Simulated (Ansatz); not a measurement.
# Heat carried by phonons in ZnS (F-43m), part 2 of 2

Wanted: κ(T), lifetimes and mean free paths for ZnS.

What experiment has found for this phase:
- thermal conductivity 27 W/m/K near room temperature (given in “Combining the AFLOW GIBBS and Elastic Libraries to efficiently and robustly screen thermo-mechanical properties of solids”, 2017, arXiv:1611.05714)

Ansatz 0.2.0; DFT LDA, scalar-relativistic, plane waves, PAW; PAW set soft_1.

So far. Step 2 (Probe on a coarse mesh): The start is under -4.5 GPa at this level and looks like an insulator or semiconductor on this mesh. Step 4 (Relaxing to small residual forces and stress): The residual pressure is -0.0058 GPa, small enough for phonons. The relaxed cell has a = 5.297 Å (conventional setting).

The database entry behind the starting cell differs from later determinations by our own check (about 0.1 % short), so it need not match the best structure at ambient conditions.

## 5. A cheap rung

A small supercell and a short cutoff cost little, and show how far such settings carry.

input.yaml reads:

```yaml
crystal:
  lattice:
    - [0.0, 2.6483569918, 2.6483569918]
    - [2.6483569918, 0.0, 2.6483569918]
    - [2.6483569918, 2.6483569918, 0.0]
  atoms:
    - { symbol: Zn, position: [0.25, 0.25, 0.25] }
    - { symbol: S, position: [0.0, 0.0, 0.0] }
kpoints:
  mp_grid: { grid: [8, 8, 8] }
hamiltonian:
  xc: lda
  pseudopotentials: { kind: paw, azcp: { folder: soft_1 }, xc_functional: pbe }
scf:
  occupations: { method: fixed }
  lower_state_search: "off"
output:
  eigenvalues: true
phonons:
  method: fd
  dielectric: true
  qmesh: [4, 4, 4]
  temperatures: { t_max: 1000, t_step: 50 }
  qpath:
    path:
      - [[0.0, 0.0, 0.0], [0.5, 0.0, 0.5], [0.5, 0.25, 0.75], [0.375, 0.375, 0.75], [0.0, 0.0, 0.0], [0.5, 0.5, 0.5], [0.625, 0.25, 0.625], [0.5, 0.25, 0.75], [0.5, 0.5, 0.5], [0.375, 0.375, 0.75]]
      - [[0.625, 0.25, 0.625], [0.5, 0.0, 0.5]]
    npoints: 10
  third_order: { supercell: [2, 2, 2], pair_cutoff: 2.444 }
  lattice_thermal_conductivity:
    qmesh: [11, 11, 11]
    temperatures: [50.0, 100.0, 150.0, 200.0, 300.0, 400.0, 500.0, 600.0, 800.0]
    isotope_mass_variance:
      - { species: S, variance: 0.0001651 }
      - { species: Zn, variance: 0.0005982 }
```

Run with:

```
$ ansatz run input.yaml --threads 18 --pin off --max-ram 92160MiB --backend cuda --events-out ev --progress --plain --runs-dir out --max-vram 78GiB
```

Numbers of over 12 decimals in the logs are rounded to 6 here.

The log of the run:

```text
Warning: phonons: the dynamical matrix that this run interpolates holds no multipole term above the dipole-dipole one, and a site of this crystal is no centre of inversion, so its interpolated transverse optical and acoustic branches and sound speeds can stay off near Gamma, and the density of states and the thermodynamics with them. What a run solves at a wave vector of phonons.qpoints, Gamma apart, where the deck admits one, is free of this, and under fd what a larger phonons.supercell samples
Warning: phonons.dielectric: true without phonons.rigid_motions: the static dielectric tensor ε⁰ will be withheld (ε∞, Z* and the rows of modes are given); for a crystal or a slab, whose only rigid motions are the translations, set phonons.rigid_motions: translations
[...]
Crystal: 8 atoms, lattice volume = 148.600 Å³
Basis set: ecut = 420 eV, 2891 PW (Γ), FFT grids on a1, a2, −a1+2a2+a3
Bands: 44, of which v1, the nominal top of the filled ones, is band 36 counted from 1 (35 counted from 0)
Symmetry: 8 space group operations
k-points: 42 of 128 (time reversal used)
[...]
SCF iter   1: F=—  HF=-16469.769001 eV  |F-HF|=—  |Δ(HF+E_count)|=         —  Δρ=2.23e-7  dr2=3.17e-11  ethr=1.00e-12  ⟨swp⟩=3.0  Hψ=4914  notcnv=0
[...]
SCF iter   2: F=-16469.769001 eV  HF=-16469.769001 eV  |F-HF|=3.64e-12  |Δ(HF+E_count)|=  3.64e-12  Δρ=1.07e-7  dr2=7.53e-12  ethr=1.00e-12  ⟨swp⟩=4.0  Hψ=6350  notcnv=0
SCF 1 converged in 2 iterations: F = -16469.769001 eV  dr2 = 7.53e-12
[...]
Crystal: 2 atoms, lattice volume = 37.150 Å³
Basis set: ecut = 420 eV, 725 PW (Γ), exchange–correlation on 54×54×54 points (8 copies of the dense FFT grid, shifted against one another)
Bands: 13, of which v1, the nominal top of the filled ones, is band 9 counted from 1 (8 counted from 0)
Symmetry: 24 space group operations
k-points: 95 of 512 (irreducible under 4 space group operations, time reversal used)
[...]
SCF iter   1: F=—  HF=-4117.442219 eV  |F-HF|=—  |Δ(HF+E_count)|=         —  Δρ=2.17e-6  dr2=9.08e-10  ethr=3.34e-7  ⟨swp⟩=3.3  Hψ=11287  notcnv=0  defer=182
[...]
SCF 2 converged in 5 iterations: F = -4117.442251 eV  dr2 = 4.91e-11
[...]
SCF 1 converged in 4 iterations: F = -4117.443037 eV  dr2 = 1.41e-8
[...]
SCF 65 converged in 9 iterations: F = -32939.530771 eV  dr2 = 3.21e-10
[...]
SCF 66 converged in 9 iterations: F = -32939.529277 eV  dr2 = 3.72e-10
SCF converged after 2 iterations
[...]
supercell 3 (4 cells, vectors [1, 0, 0], [0, 1, -1], [0, 0, 4] in multiples of the cell's): 3 displaced members by 0.0025 Å; free energy -16469.769002 eV; taken off its force constants: by the sum rule 4.8e-4, by the symmetrisation 4.1e-5 eV/Å²; Γ matrix within 1.5e-4 eV/Å² of supercell 1's
  symmetry images taken by strict's conditions (phonons.symmetry_images: auto; settled by no image being taken that strict refuses)
[...]
q = [0.0000, 0.0000, 0.0000] (star 1, supercell 1; hermiticity 8.66e-17, symmetrization 1.91e-6): -0.00 0.00 0.00 290.72 290.72 290.72
[...]
joined force constants: q→R imaginary residual 1.69e-18
  density of states and harmonic sums: on the 20×20×20 q-mesh, interpolated from the force constants of a 4×4×4 supercell (with the dipole–dipole term)
  largest difference from the sums on the solved wave vectors: F 1.02e-2 eV, S 1.42e-5 and C_V 4.00e-6 eV/K
  zero-point energy: 0.082457 eV/cell   skipped modes (ω ≤ 0): 3   left out of the sums: 6.25e-5 of the cell's modes: C_V's classical limit lies that fraction below 3 k_B per atom; for a crystal, a wire or a layer, F and S can be off by more, and a phonons.interpolated_qmesh denser along its periods is the remedy for the sampling
--- Third-order force constants: 36 member SCFs in a 2×2×2 supercell (pair cutoff 2.444 Å, amplitude 0.03 Å, SCF threshold 1.00e-9 eV, Σ member SCF iterations 328) ---
[...]
26 force-constant blocks with the first atom in the home cell, fitted with 10 parameters over 4 symmetry orbits; no atom triplet left out
  sum-rule residual: 3.970e-1 → 1.691e-14 eV/Å³; symmetrization residual: 1.669e-2 eV/Å³; largest sum-rule correction relative to its orbit: 4.994e-2, on the orbit of the block of home site 0 with site 0 of cell (0, 0, 0) and site 1 of cell (0, 0, 0), whose norm before the correction was 2.863e1 eV/Å³
--- Lattice thermal conductivity: 11×11×11 mesh (56 irreducible points), tetrahedron method ---
  three-phonon and isotope scattering only; four-phonon, boundary and, in a metal, phonon-electron scattering are left out
  each conductivity is what the modes' populations carry and what the coherences between them add
  conductivity (a third of the tensor's trace), W/(m K), in the relaxation-time approximation and from the full solution:
       T (K)   relaxation time   full solution  iterations             ending  least Ritz value
       50.00          256.9383        252.4081           5          converged          8.548e-1
      100.00          148.4032        145.4188           6          converged          7.690e-1
      150.00          104.0684        102.3332           6          converged          7.673e-1
      200.00           81.8228         80.6479           6          converged          7.648e-1
      300.00           58.7902         58.1003           7          converged          7.122e-1
      400.00           46.4450         45.9689           7          converged          7.028e-1
      500.00           38.5657         38.2086           7          converged          6.970e-1
      600.00           33.0470         32.7648           7          converged          6.928e-1
      800.00           25.7752         25.5808           7          converged          6.871e-1
```

Run time: 33 s. Hardware: 1 × NVIDIA GB200 with 18 threads of Arm Neoverse V2, shared host; peak memory 1.4 GiB.

This step gave:

| Quantity | Value |
| --- | --- |
| Γ frequencies | 0, 0, 0, 290.7, 290.7, 290.7 cm⁻¹ (negative: imaginary) |
| lowest frequency on the path | 0 cm⁻¹ |
| zero-point energy | 0.08246 eV/cell |
| point group | -43m |
| highest frequency | 352.4 cm⁻¹ |
| Debye temperature from the second moment | 458 K |
| κ at 300 K (relaxation time) | 58.79 W/m/K |
| κ at 300 K (full solution) | 58.1 W/m/K |
| dipole term | run |
| mean free path at half of κ | 874 nm |
| share of κ above the three lowest branches | 0.003 |
| third-order blocks | 26 |
| periodic aliases dropped | 0 |
| largest relative sum-rule correction | 0.04994 |
| displaced cells, third order | 36 |

W/m/K. Kappa, by row:

```tsv
T (K)	RTA xx	RTA yy	RTA zz	full xx	full yy	full zz	coherence part xx	coherence part yy	coherence part zz	ending	iterations	least Ritz value
50	256.9	256.9	256.9	252.4	252.4	252.4	0.003421	0.003421	0.003421	converged	5	0.855
100	148.4	148.4	148.4	145.4	145.4	145.4	0.01358	0.01358	0.01358	converged	6	0.769
150	104.1	104.1	104.1	102.3	102.3	102.3	0.0261	0.0261	0.0261	converged	6	0.767
200	81.82	81.82	81.82	80.65	80.65	80.65	0.03678	0.03678	0.03678	converged	6	0.765
300	58.79	58.79	58.79	58.1	58.1	58.1	0.05397	0.05397	0.05397	converged	7	0.712
400	46.44	46.44	46.44	45.97	45.97	45.97	0.06849	0.06849	0.06849	converged	7	0.703
500	38.57	38.57	38.57	38.21	38.21	38.21	0.08175	0.08175	0.08175	converged	7	0.697
600	33.05	33.05	33.05	32.76	32.76	32.76	0.09425	0.09425	0.09425	converged	7	0.693
800	25.78	25.78	25.78	25.58	25.58	25.58	0.1176	0.1176	0.1176	converged	7	0.687
```

This rung gives 58.8 W/(m K) at 300 K by relaxation time, but with 16 atoms, 1 neighbour distance inside the cutoff and a 11×11×11 mesh it is a test, not the conductivity of the crystal.

## 6. Results

```yaml
conductivity: not obtained on sound settings
```

**Reading.** No conductivity was obtained: no run with a large enough supercell and cutoff finished.

[Logs are printed without paths, hosts, clocks, repeated set-up lines and the standing remarks that a program may print on its own settings, such as how far it seeks lower states.]

[Hosts, paths, dates, database ids (printed as entryN), source tags and the programs' standing remarks are cut or masked in the printed files.]

[A step with changed settings may run another functional than the one named; its input shows which.]
